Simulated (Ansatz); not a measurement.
Two G0W0 runs on SnH5CN2Cl3 (CH(NH2)2SnCl3).

The structure was built from a prototype and need not be the compound's stable phase.

The cell holds 12 atoms: 1 C, 5 H, 2 N, 1 Sn and 3 Cl. Its edges and angles: a = 5.776 Å, b = 5.910 Å, c = 5.774 Å, α = 91.2°, β = 79.2°, γ = 88.9°. It derives from C1Cl3H5N2Sn1.

```cif
data_structure
_symmetry_space_group_name_H-M 'P 1'
_symmetry_Int_Tables_number 1
_cell_length_a 5.7756
_cell_length_b 5.9095
_cell_length_c 5.7743
_cell_angle_alpha 91.248
_cell_angle_beta 79.183
_cell_angle_gamma 88.858
_cell_volume 193.48
loop_
_atom_site_label
_atom_site_type_symbol
_atom_site_fract_x
_atom_site_fract_y
_atom_site_fract_z
_atom_site_occupancy
C1 C 0.98109 0.94368 0.01789 1
H2 H 0.92622 0.77425 0.07123 1
N3 N 0.88146 0.03966 0.85744 1
N4 N 0.14182 0.03785 0.11895 1
H5 H 0.76156 0.95466 0.78146 1
H6 H 0.21648 0.95146 0.23852 1
H7 H 0.92966 0.19513 0.79044 1
H8 H 0.21010 0.19313 0.07184 1
Sn9 Sn 0.48568 0.49141 0.51427 1
Cl10 Cl 0.43866 0.50181 0.97066 1
Cl11 Cl 0.49677 0.92958 0.50387 1
Cl12 Cl 0.02933 0.50290 0.56044 1
```

The structure was relaxed with PBE-D3(BJ). The runs that relaxed it are not among those shown.

The first (Ansatz 0.2.0; start PBE, 4×4×4 mesh, 651 empty bands, screening to 130 eV, PAW set soft_1 files; 1 × NVIDIA H100 80GB HBM3 (shared by 6 runs) with 2 threads of AMD EPYC 7R13 (Zen 3), shared host) gave, on its mesh: starting gap 2.37 eV, G0W0 gap 3.85 eV, RPA ε∞ (mean) 3.47, 4.8 min.

**Question.** The second changes empty bands from 651 to 164 and screening cutoff (eV) from 130.0 to 52. What does it give?

It gave: starting gap 2.37 eV, G0W0 gap 3.67 eV, RPA ε∞ (mean) 3.50, 67 s. The G0W0 gap moves by −0.18 eV, +0.00 eV from the start and −0.18 eV from the correction. Σc changes by +0.47 eV at the valence top and +0.30 eV at the conduction bottom, and Σx − Vxc between them by +0.00 eV.

Limits: not at the basis limit; no spin-orbit coupling.

[Paths, hosts, dates, memory and timing lines, banners, echoed tables and standing remarks are left out of the program output.]

[Logs are printed without paths, hosts, clocks, repeated set-up lines and the standing remarks that a program may print on its own settings, such as how far it seeks lower states.]

[Runs of the session that timed out or met a known fault of the program may be left out.]

[Cells called generated may have been cut or substituted from an entry of the Crystallography Open Database or the Materials Project.]

[Hosts, paths, dates, database ids (printed as entryN), source tags and the programs' standing remarks are cut or masked in the printed files.]
